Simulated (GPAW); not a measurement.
# Near-edge structure at the Zn K edge of ZnNi3C (Pm-3m), part 2 of 3

How does the Zn K edge of ZnNi3C (Pm-3m) move when the bonds are compressed or stretched?

GPAW 26.7.0; X-ray absorption from dipole matrix elements to empty bands, plane-wave PAW LDA.

So far. Step 2 (Ground state of the crystal): The mesh shows no gap, so the system is treated as a metal and the core electron is put at the Fermi level (neutral cell).

### 4. Spectrum with XCH, Zn atom 1

The holes are 5.3 Å apart. In GPAW the data set carries the hole's charge, so charge=0 means a charged cell and charge=-1 a neutral one. The excited electron is kept in the cell, where it fills the lowest empty states and screens the hole. After the field has converged, empty bands are computed with the density fixed and the dipole matrix elements are summed.

The absorber has 12 Ni at 2.66 Å (cuboctahedral, site symmetry m-3m).

File xas.py:

```python
import numpy as np
from ase import Atoms
from ase.parallel import parprint, paropen
from gpaw import GPAW, PW, FermiDirac, Mixer, MixerDif, setup_paths
from gpaw.test import gen
setup_paths.insert(0, '.')
gen('Zn', name='fch1s', xcname='LDA', corehole=(1, 0, 1), write_xml=True)
from gpaw.mpi import world
world.barrier()

atoms = Atoms('Zn2Ni6C2',
    cell=[[3.766253, 0, 3.766253],
     [0, 3.766253, 3.766253],
     [0, -3.766253, 3.766253]],
    scaled_positions=[[0, 0, 0],
     [0, 0.5, 0.5],
     [0.5, 0, 0],
     [0.5, 0.5, 0.5],
     [0.5, 0, 0.5],
     [0.5, 0.5, 0],
     [0, 0.5, 0],
     [0, 0, 0.5],
     [0.5, 0.25, 0.75],
     [0.5, 0.75, 0.25]],
    magmoms=[0.0, 0.0, 2.0, 2.0, 2.0, 2.0, 2.0, 2.0, 0.0, 0.0],
    pbc=True)
atoms.calc = calc = GPAW(legacy_gpaw=True, mode=PW(430), xc='LDA', setups={0: 'fch1s'},
    kpts={'size': (7, 7, 7), 'gamma': True}, occupations=FermiDirac(0.1),
    charge=-1, mixer=MixerDif(0.05, 8, 50), maxiter=150,
    convergence={'density': 0.0001}, txt='scf.txt')
energy = atoms.get_potential_energy() + calc.get_reference_energy()
ef = calc.get_fermi_level()
out = dict(energy=energy, fermi=ef, forces=atoms.get_forces().tolist(), magmoms=atoms.get_magnetic_moments().tolist())
parprint(f'all-electron energy {energy:.4f} eV, Fermi level {ef:.4f} eV')
ev = np.array([[calc.get_eigenvalues(k, s) for k in range(len(calc.get_ibz_k_points()))] for s in range(calc.get_number_of_spins())])
out['homo'], out['lumo'], out['counts'] = ev[ev < ef].max(), ev[ev > ef].min(), sorted(set((ev < ef).sum((0, 2)).tolist()))
out['filled'] = (ev[:, 0] < ef).sum(1).tolist()

from ase.units import Ha
from gpaw.xas import dipole_matrix_elements
nb = int(calc.get_number_of_electrons() / 2) + 97
top, nb = nb, nb + 8 + nb // 12
nscf = calc.fixed_density(kpts={'size': (7, 7, 7), 'gamma': True}, nbands=nb,
    convergence={'bands': top, 'eigenstates': 1e-5}, maxiter=60, txt='nscf.txt')
cell = atoms.cell.array
ops = [cell.T @ U.T @ np.linalg.inv(cell.T) for U in nscf.wfs.kd.symmetry.op_scc]
E = np.arange(-6, 34, 0.1)
fwhm = np.interp(E, [4, 25], [1.67, 3.5])
Y, X, zero, highest = 0, 0, 1e9, 1e9
for spin in range(nscf.get_number_of_spins()):
    wfs = nscf.wfs
    A = dipole_matrix_elements(wfs.setups[0])
    eps = np.zeros((wfs.kd.nibzkpts, nb))
    d = np.zeros((3, A.shape[1], wfs.kd.nibzkpts, nb), complex)
    for kpt in wfs.kpt_u:
        if kpt.s == spin and 0 in kpt.P_ani:
            eps[kpt.k] = kpt.eps_n * Ha
            d[:, :, kpt.k] = (kpt.weight * wfs.nspins / 2) ** 0.5 * np.inner(A, kpt.P_ani[0])
    world.sum(eps)
    world.sum(d)
    T = np.einsum('amkn,bmkn->abkn', d, d.conj()).real
    T = sum(np.einsum('ai,ijkn,bj->abkn', R, T, R) for R in ops) / len(ops)
    empty = eps > ef
    zero, highest = min(zero, eps[empty].min()), min(highest, eps[:, top - 1].min())
    lines = [(eps, T, empty)] if spin == 0 else lines + [(eps, T, empty)]
for eps, T, empty in lines:
    f = np.einsum('aakn->akn', T).reshape(3, -1)
    x = eps.ravel() - zero
    w = np.interp(x, E, fwhm) / 2.35482
    g = np.exp(-0.5 * ((E[:, None] - x) / w) ** 2) / (w * (2 * np.pi) ** 0.5)
    Y = Y + (f * empty.ravel()) @ g.T
    X = X + (f * ~empty.ravel()) @ g.T
out.update(E=E.round(2).tolist(), xas=Y.tolist(), xes=X.tolist(), zero=zero, valid=highest - zero, nk=len(eps), nb=nb)
for i in range(0, len(E), 10):
    parprint(f'{E[i]:7.2f}', *(f'{v:10.3e}' for v in Y[:, i]))
import json
with paropen('out.json', 'w') as f:
    json.dump(out, f)
```

Run with:

```
$ OMP_NUM_THREADS=1 mpirun -n 2 gpaw python xas.py
```

Numbers of over 12 decimals in the logs are rounded to 6 here.

The program printed:

```text
Input parameters:
  charge: -1
  convergence: {density: 0.0001}
  kpts: {gamma: True,
         size: (7, 7, 7)}
  maxiter: 150
  mixer: {backend: pulay,
          beta: 0.05,
          method: difference,
          nmaxold: 8,
          weight: 50}
  mode: {ecut: 430.0,
         name: pw}
  occupations: {fixmagmom: False,
                name: fermi-dirac,
                width: 0.1}
  setups: {0: fch1s}

Initialize ...

[... PAW data sets ...]

Reference energy: -337737.309560  # eV

Spin-polarized calculation.
Initial magnetic moment: 12.000000

[... convergence settings ...]
Symmetries present (total): 48
  [... symmetry matrices ...]

343 k-points: 7 x 7 x 7 Monkhorst-Pack grid
20 k-points in the irreducible part of the Brillouin zone
       k-points in crystal coordinates                weights
   0:     0.00000000    0.00000000    0.00000000          1/343
   1:     0.14285714    0.14285714    0.00000000          8/343
   2:     0.14285714    0.14285714    0.14285714          6/343
   3:     0.28571429    0.14285714    0.14285714         12/343
   4:     0.28571429    0.28571429    0.00000000          8/343
   5:     0.28571429    0.28571429    0.14285714         24/343
   6:     0.28571429    0.28571429    0.28571429          6/343
   7:     0.42857143   -0.28571429   -0.28571429         12/343
   8:     0.42857143    0.28571429   -0.42857143         24/343
   9:     0.42857143    0.28571429   -0.28571429         24/343
          ...
  19:     0.42857143    0.42857143    0.42857143          6/343

Wave functions: Plane wave expansion
  Cutoff energy: 430.000 eV
  Number of coefficients (min, max): 2109, 2185
  Pulay-stress correction: 0.000000 eV/Ang^3 (de/decut=0.000000)
  Using FFTW library
  Wavefunction extrapolation:
    Improved wavefunction reuse through dual PAW basis

Occupation numbers: Fermi-Dirac:
  width: 0.1000  # eV

Eigensolver
   Davidson(niter=2)

Densities:
  Coarse grid: 27*27*27 grid
  Fine grid: 54*54*54 grid
  Total Charge: 0.000000

Density mixing:
  Method: difference
  Backend: pulay
  Linear mixing parameter: 0.05
  old densities: 8
  Width of damping distribution: 1.1
  Damping of long wavelength oscillations: 50

[... Hamiltonian set-up ...]
Number of atoms: 10
Number of atomic orbitals: 98
Number of bands in calculation: 89
Number of valence electrons: 129
Bands to converge: occupied

... initialized

Initializing position-dependent things.

Density initialized from atomic densities
Creating initial wave functions:
  89 bands from LCAO basis set

              C
             Ni
            C Ni
        Zn
         Ni
            Ni
             Ni
       Ni
        Zn

Atomic positions and initial magnetic moments

Positions:
   0 Zn     0.000000    0.000000    0.000000    ( 0.0000,  0.0000,  0.0000)
   1 Zn     0.000000    0.000000    3.766253    ( 0.0000,  0.0000,  0.0000)
   2 Ni     1.883126    0.000000    1.883126    ( 0.0000,  0.0000,  2.0000)
   3 Ni     1.883126    0.000000    5.649380    ( 0.0000,  0.0000,  2.0000)
   4 Ni     1.883126   -1.883126    3.766253    ( 0.0000,  0.0000,  2.0000)
   5 Ni     1.883126    1.883126    3.766253    ( 0.0000,  0.0000,  2.0000)
   6 Ni     0.000000    1.883126    1.883126    ( 0.0000,  0.0000,  2.0000)
   7 Ni     0.000000   -1.883126    1.883126    ( 0.0000,  0.0000,  2.0000)
   8 C      1.883126   -1.883126    5.649380    ( 0.0000,  0.0000,  0.0000)
   9 C      1.883126    1.883127    5.649379    ( 0.0000,  0.0000,  0.0000)

Unit cell:
           periodic     x           y           z      points  spacing
  1. axis:    yes    3.766253    0.000000    3.766253    27     0.1395
  2. axis:    yes    0.000000    3.766253    3.766253    27     0.1611
  3. axis:    yes    0.000000   -3.766253    3.766253    27     0.1611

  Lengths:   5.326286   5.326286   5.326286
  Angles:   90.000000  60.000000  60.000000

[...]
iter:  15  -114.178374c  -6.84  -4.32c   -0.0050
iter:  16  -114.178283c  -5.96  -4.39c   -0.0049
iter:  17  -114.178293c  -7.22  -4.54c   -0.0049
iter:  18  -114.178286c  -7.00  -4.90c   -0.0049
iter:  19  -114.178288c  -7.80c -5.18c   -0.0049

Converged after 19 iterations.

Dipole moment: (-0.000000, -0.000000, 0.000000) |e|*Ang

Total magnetic moment: (0.000000, 0.000000, -0.004907)
Local magnetic moments:
   0 Zn ( 0.000000,  0.000000, -0.009880)
   1 Zn ( 0.000000,  0.000000,  0.000236)
   2 Ni ( 0.000000,  0.000000,  0.001178)
   3 Ni ( 0.000000,  0.000000,  0.001178)
   4 Ni ( 0.000000,  0.000000,  0.001178)
   5 Ni ( 0.000000,  0.000000,  0.001178)
   6 Ni ( 0.000000,  0.000000,  0.001178)
   7 Ni ( 0.000000,  0.000000,  0.001178)
   8 C  ( 0.000000,  0.000000,  0.000069)
   9 C  ( 0.000000,  0.000000,  0.000069)

Energy contributions relative to reference atoms: (reference = -337737.309560)

Kinetic:        +63.325175
Potential:      -47.108428
External:        +0.000000
XC:            -130.576239
Entropy (-ST):   -0.192927
Local:           +0.277668
SIC:             +0.000000
--------------------------
Free energy:   -114.274751
Extrapolated:  -114.178288

Spin contamination: 0.009678 electrons
Showing only first 2 kpts
                      Up                     Down
 Kpt  Band  Eigenvalues  Occupancy  Eigenvalues  Occupancy
  0    62      7.56355    0.99968      7.56431    0.99967
  0    63      7.56355    0.99968      7.56431    0.99967
  0    64      7.56355    0.99968      7.56431    0.99967
  0    65      7.79218    0.99683      7.79275    0.99682

  1    62      7.62492    0.99940      7.62521    0.99940
  1    63      7.74312    0.99806      7.74369    0.99805
  1    64      7.77864    0.99723      7.77670    0.99729
  1    65      7.77864    0.99723      7.77670    0.99729

Fermi level: 8.36736

No gap
No difference between direct/indirect transitions

Forces in eV/Ang:
  0 Zn    0.00000    0.00000    0.00000
  1 Zn   -0.00000    0.00000    0.00000
  2 Ni   -0.00000    0.00000    0.00000
  3 Ni    0.00000   -0.00000    0.00000
  4 Ni   -0.00000    0.00000   -0.00000
  5 Ni    0.00000    0.00000   -0.00000
  6 Ni    0.00000    0.00000   -0.00000
  7 Ni    0.00000    0.00000    0.00000
  8 C     0.00000    0.00000   -0.00000
  9 C     0.00000   -0.00000   -0.00000
Scalar-relativistic atomic LDA calculation for Zn (Zinc, Z=30)
Core hole in 1s state (1s occupation: 1.0)
600 radial gridpoints.
|------------------------------------------------|
|------------------------------------------------|
[... the atom generator's iteration count ...]

Energy contributions:
-------------------------
Kinetic:    +1455.313461
XC:           -60.592874
Potential:  -2831.921453
-------------------------
Total:      -1437.200866

state      eigenvalue         ekin         rmax
-----------------------------------------------
1s^1.0 :  -362.370562   457.247084        0.033
2s^2.0 :   -45.586324    89.692358        0.186
2p^6.0 :   -40.551796    88.902557        0.147
3s^2.0 :    -5.578362    20.178333        0.572
3p^6.0 :    -3.921210    18.278078        0.568
3d^10.0:    -1.035193    13.091422        0.530
4s^2.0 :    -0.603317     2.163486        1.866
4p^0.0 :    -0.343743     1.345124        2.300
-----------------------------------------------
(units: Bohr and Hartree)

Generating PAW setup
Kinetic energy of the core from tauc = 1332.765430
Cutoffs:
rc(s)=2.430
rc(p)=2.400
rc(d)=2.230
rc(vbar)=2.260
rc(comp)=2.200
rc(nct)=2.430

Kinetic energy of the core states: 1320.072273
Charge: 1.0
Core electrons: 17.0
Valence electrons: 12.0
Pseudo-core charge: 0.063801
Shape function alpha=2.066
Pseudo-electron charge 3.436182
state    eigenvalue         norm
--------------------------------
4s(2) :    -0.603317     1.206269
*s    :     0.396683
4p(0) :    -0.343743     1.021921
*p    :     0.656257
3d(10):    -1.035193     0.095984
*d    :    -0.035193
--------------------------------

Diagonalizing with gridspacing h=0.050

state   all-electron     PAW
-------------------------------
4s:      -0.603317    -0.603615
4p:      -0.343743    -0.343956
3d:      -1.035193    -1.035651
*f:                   -0.018332
-------------------------------
all-electron energy -337851.4878 eV, Fermi level 8.3674 eV
  -6.00  5.949e-25  5.949e-25  5.949e-25
  -5.00  4.170e-20  4.170e-20  4.170e-20
  -4.00  4.269e-16  4.269e-16  4.269e-16
  -3.00  6.456e-13  6.456e-13  6.456e-13
  -2.00  1.462e-10  1.462e-10  1.462e-10
  -1.00  5.115e-09  5.115e-09  5.115e-09
  -0.00  3.275e-08  3.275e-08  3.275e-08
[...]
31.00  1.979e-07  1.979e-07  1.979e-07
  32.00  2.281e-07  2.281e-07  2.281e-07
  33.00  2.771e-07  2.771e-07  2.771e-07
```

The job ended after 7.2 min (2 MPI ranks of Arm Neoverse V1, shared host; peak memory 0.72 GiB).

The Zn K spectrum, Zn atom 1, excited-electron core hole (neutral cell) (energy from the lowest empty level; intensity scaled to a mean of 1 over the first 20 eV):

| E (eV) | intensity |
| --- | --- |
| -2.00 | 0.00 |
| -1.25 | 0.01 |
| -0.50 | 0.04 |
| 0.25 | 0.12 |
| 1.00 | 0.24 |
| 1.75 | 0.50 |
| 2.50 | 1.03 |
| 3.25 | 1.72 |
| 4.00 | 1.87 |
| 4.75 | 1.38 |
| 5.50 | 0.89 |
| 6.25 | 0.53 |
| 7.00 | 0.33 |
| 7.75 | 0.32 |
| 8.50 | 0.41 |
| 9.25 | 0.51 |
| 10.00 | 0.59 |
| 10.75 | 0.67 |
| 11.50 | 0.78 |
| 12.25 | 0.97 |
| 13.00 | 1.25 |
| 13.75 | 1.53 |
| 14.50 | 1.74 |
| 15.25 | 1.82 |
| 16.00 | 1.74 |
| 16.75 | 1.53 |
| 17.50 | 1.29 |
| 18.25 | 1.10 |
| 19.00 | 0.96 |
| 19.75 | 0.86 |
| 20.50 | 0.75 |
| 21.25 | 0.64 |
| 22.00 | 0.57 |
| 22.75 | 0.54 |
| 23.50 | 0.53 |
| 24.25 | 0.53 |
| 25.00 | 0.50 |
| 25.75 | 0.47 |
| 26.50 | 0.45 |
| 27.25 | 0.44 |
| 28.00 | 0.45 |
| 28.75 | 0.48 |
| 29.50 | 0.50 |
| 30.25 | 0.52 |
| 31.00 | 0.55 |
| 31.75 | 0.61 |

Main maxima below 30 eV (height): 3.8 eV (1.92) and 15.2 eV (1.82). A K edge sees empty p states on the absorber.

The total-energy difference is 9640.67 eV. The tabulated edge of the element is 9659 eV. The functional leaves an error in such absolute values: in the free atom LDA prices this hole 19.1 eV below PBE (computed apart), and PBE is itself good to a few eV.

### 5. Reference energy of the supercell

The cell changes for the next run, so it gets a reference energy of its own.

The cell differs from the one that the last finished run ended in (a 5.326 → 5.161 Å, b 5.326 → 5.161 Å, c 5.326 → 5.161 Å).

File scf.py:

```python
import numpy as np
from ase import Atoms
from ase.parallel import parprint, paropen
from gpaw import GPAW, PW, FermiDirac, Mixer, MixerDif, setup_paths
from gpaw.test import gen
setup_paths.insert(0, '.')
gen('Zn', name='nch1s', xcname='LDA', corehole=(1, 0, 0), write_xml=True)
from gpaw.mpi import world
world.barrier()

atoms = Atoms('Zn2Ni6C2',
    cell=[[3.64969541, 0, 3.64969541],
     [0, 3.64969541, 3.64969541],
     [0, -3.64969541, 3.64969541]],
    scaled_positions=[[0, 0, 0],
     [0, 0.5, 0.5],
     [0.5, 0, 0],
     [0.5, 0.5, 0.5],
     [0.5, 0, 0.5],
     [0.5, 0.5, 0],
     [0, 0.5, 0],
     [0, 0, 0.5],
     [0.5, 0.25, 0.75],
     [0.5, 0.75, 0.25]],
    magmoms=[0.0, 0.0, 2.0, 2.0, 2.0, 2.0, 2.0, 2.0, 0.0, 0.0],
    pbc=True)
atoms.calc = calc = GPAW(legacy_gpaw=True, mode=PW(430), xc='LDA', setups={0: 'nch1s'},
    kpts={'size': (7, 7, 7), 'gamma': True}, occupations=FermiDirac(0.1),
    charge=0, mixer=MixerDif(0.05, 8, 50), maxiter=150,
    convergence={'density': 0.0001}, txt='scf.txt')
energy = atoms.get_potential_energy() + calc.get_reference_energy()
ef = calc.get_fermi_level()
out = dict(energy=energy, fermi=ef, forces=atoms.get_forces().tolist(), magmoms=atoms.get_magnetic_moments().tolist())
parprint(f'all-electron energy {energy:.4f} eV, Fermi level {ef:.4f} eV')
ev = np.array([[calc.get_eigenvalues(k, s) for k in range(len(calc.get_ibz_k_points()))] for s in range(calc.get_number_of_spins())])
out['homo'], out['lumo'], out['counts'] = ev[ev < ef].max(), ev[ev > ef].min(), sorted(set((ev < ef).sum((0, 2)).tolist()))
out['filled'] = (ev[:, 0] < ef).sum(1).tolist()
import json
with paropen('out.json', 'w') as f:
    json.dump(out, f)
```

Run with:

```
$ OMP_NUM_THREADS=1 mpirun -n 2 gpaw python scf.py
```

The program printed:

```text
Input parameters:
  convergence: {density: 0.0001}
  kpts: {gamma: True,
         size: (7, 7, 7)}
  maxiter: 150
  mixer: {backend: pulay,
          beta: 0.05,
          method: difference,
          nmaxold: 8,
          weight: 50}
  mode: {ecut: 430.0,
         name: pw}
  occupations: {fixmagmom: False,
                name: fermi-dirac,
                width: 0.1}
  setups: {0: nch1s}

Initialize ...

[...]
*s    :     0.771506
4p(0) :    -0.045217     1.008310
*p    :     0.954783
3d(10):    -0.383140     0.154691
*d    :     0.616860
--------------------------------

Diagonalizing with gridspacing h=0.050

state   all-electron     PAW
-------------------------------
4s:      -0.228494    -0.228671
4p:      -0.045217    -0.045275
3d:      -0.383140    -0.383726
*f:                    0.072913
-------------------------------
all-electron energy -347492.3435 eV, Fermi level 9.2589 eV
[key lines of the parts left out:]
Converged after 17 iterations.
Dipole moment: (-0.000000, 0.000000, -0.000000) |e|*Ang
Free energy:    -75.474212
Fermi level: 9.25890
```

Elapsed: 2.2 min, on 2 MPI ranks; peak memory 0.44 GiB.

Reference energy: -347492.344 eV with the cores included.

### 6. Spectrum with XCH, Zn atom 1

Shorter bonds are expected to push antibonding states and scattering resonances up, and longer ones down; the cell is scaled to test that.

Changed against the first core-hole run: volume scale from 1 to 0.91.

xas.py, as its differences from that of step 4:

```diff
@@ -11,5 +11,5 @@
 atoms = Atoms('Zn2Ni6C2',
-    cell=[[3.766253, 0, 3.766253],
-     [0, 3.766253, 3.766253],
-     [0, -3.766253, 3.766253]],
+    cell=[[3.64969541, 0, 3.64969541],
+     [0, 3.64969541, 3.64969541],
+     [0, -3.64969541, 3.64969541]],
     scaled_positions=[[0, 0, 0],
@@ -40,3 +40,3 @@
 from gpaw.xas import dipole_matrix_elements
-nb = int(calc.get_number_of_electrons() / 2) + 97
+nb = int(calc.get_number_of_electrons() / 2) + 91
 top, nb = nb, nb + 8 + nb // 12
```

Run with:

```
$ OMP_NUM_THREADS=1 mpirun -n 2 gpaw python xas.py
```

The program printed:

```text
Input parameters:
  charge: -1
  convergence: {density: 0.0001}
  kpts: {gamma: True,
         size: (7, 7, 7)}
  maxiter: 150
  mixer: {backend: pulay,
          beta: 0.05,
          method: difference,
          nmaxold: 8,
          weight: 50}
  mode: {ecut: 430.0,
         name: pw}
  occupations: {fixmagmom: False,
                name: fermi-dirac,
                width: 0.1}
  setups: {0: fch1s}

[...]
4s:      -0.603317    -0.603615
4p:      -0.343743    -0.343956
3d:      -1.035193    -1.035651
*f:                   -0.018332
-------------------------------
all-electron energy -337851.5823 eV, Fermi level 9.6964 eV
  -6.00  7.742e-25  7.742e-25  7.742e-25
  -5.00  5.117e-20  5.117e-20  5.117e-20
  -4.00  4.951e-16  4.951e-16  4.951e-16
  -3.00  7.170e-13  7.170e-13  7.170e-13
[...]
32.00  1.814e-07  1.814e-07  1.814e-07
  33.00  1.906e-07  1.906e-07  1.906e-07
[key lines of the parts left out:]
Converged after 18 iterations.
Dipole moment: (-0.000000, 0.000000, -0.000000) |e|*Ang
Free energy:   -114.358315
Fermi level: 9.69636
```

Wall time 5.2 min (2 MPI ranks); peak memory 0.67 GiB.

| E (eV) | first run | this run |
| --- | --- | --- |
| -2.0 | 0.00 | 0.00 |
| -1.0 | 0.01 | 0.02 |
| 0.0 | 0.09 | 0.10 |
| 1.0 | 0.24 | 0.21 |
| 2.0 | 0.63 | 0.52 |
| 3.0 | 1.51 | 1.27 |
| 4.0 | 1.87 | 2.00 |
| 5.0 | 1.20 | 1.47 |
| 6.0 | 0.64 | 0.84 |
| 7.0 | 0.33 | 0.43 |
| 8.0 | 0.35 | 0.32 |
| 9.0 | 0.48 | 0.42 |
| 10.0 | 0.59 | 0.53 |
| 11.0 | 0.70 | 0.62 |
| 12.0 | 0.90 | 0.70 |
| 13.0 | 1.25 | 0.87 |
| 14.0 | 1.61 | 1.18 |
| 15.0 | 1.82 | 1.52 |
| 16.0 | 1.74 | 1.76 |
| 17.0 | 1.45 | 1.76 |
| 18.0 | 1.15 | 1.57 |
| 19.0 | 0.96 | 1.32 |
| 20.0 | 0.83 | 1.11 |
| 21.0 | 0.68 | 0.95 |
| 22.0 | 0.57 | 0.79 |
| 23.0 | 0.54 | 0.65 |
| 24.0 | 0.53 | 0.59 |
| 25.0 | 0.50 | 0.58 |
| 26.0 | 0.46 | 0.56 |
| 27.0 | 0.44 | 0.52 |
| 28.0 | 0.45 | 0.48 |
| 29.0 | 0.48 | 0.46 |
| 30.0 | 0.51 | 0.47 |
| 31.0 | 0.55 | 0.50 |
| 32.0 | 0.63 | 0.52 |

Against the first run the r.m.s. difference is 22 %. The highest intensity below 24 eV goes from 3.8 eV (1.92) to 4.0 eV (2.00).

The photon energy of the zero moves by +0.09 eV.

### 7. Reference energy of the supercell

The cell changes for the next run, so it gets a reference energy of its own.

The cell differs from the one that the last finished run ended in (a 5.161 → 5.379 Å, b 5.161 → 5.379 Å, c 5.161 → 5.379 Å).

scf.py, as its differences from that of step 5:

```diff
@@ -11,5 +11,5 @@
 atoms = Atoms('Zn2Ni6C2',
-    cell=[[3.64969541, 0, 3.64969541],
-     [0, 3.64969541, 3.64969541],
-     [0, -3.64969541, 3.64969541]],
+    cell=[[3.80354506, 0, 3.80354506],
+     [0, 3.80354506, 3.80354506],
+     [0, -3.80354506, 3.80354506]],
     scaled_positions=[[0, 0, 0],
```

Run with:

```
$ OMP_NUM_THREADS=1 mpirun -n 2 gpaw python scf.py
```

The program printed:

```text
Input parameters:
  convergence: {density: 0.0001}
  kpts: {gamma: True,
         size: (7, 7, 7)}
  maxiter: 150
  mixer: {backend: pulay,
          beta: 0.05,
          method: difference,
          nmaxold: 8,
          weight: 50}
  mode: {ecut: 430.0,
         name: pw}
  occupations: {fixmagmom: False,
                name: fermi-dirac,
                width: 0.1}
  setups: {0: nch1s}

Initialize ...

[...]
*s    :     0.771506
4p(0) :    -0.045217     1.008310
*p    :     0.954783
3d(10):    -0.383140     0.154691
*d    :     0.616860
--------------------------------

Diagonalizing with gridspacing h=0.050

state   all-electron     PAW
-------------------------------
4s:      -0.228494    -0.228671
4p:      -0.045217    -0.045275
3d:      -0.383140    -0.383726
*f:                    0.072913
-------------------------------
all-electron energy -347491.8608 eV, Fermi level 7.5802 eV
[key lines of the parts left out:]
Converged after 24 iterations.
Dipole moment: (-0.000000, 0.000000, 0.000000) |e|*Ang
Free energy:    -75.001731
Fermi level: 7.58022
```

Run time: 4.2 min. Hardware: 2 MPI ranks; peak memory 0.48 GiB; 8.3 min of CPU time.

Reference energy: -347491.861 eV with the cores included.

[end of part 2 of 3]

[Banner, clock and machine lines of the logs are left out without a mark of their own.]

[Logs are printed without paths, hosts, clocks, repeated set-up lines and the standing remarks that a program may print on its own settings, such as how far it seeks lower states.]

[Hosts, paths, dates, database ids (printed as entryN), source tags and the programs' standing remarks are cut or masked in the printed files.]

[Lists of maxima count a maximum above −3 eV only where it reaches 4 % of the highest in the window and stands out from its surroundings by 2 % of it (1.5 % where it reaches 55 %); shoulders and weaker maxima are passed over, and of the rest the first, up to two pre-edge ones and the few strongest are named.]
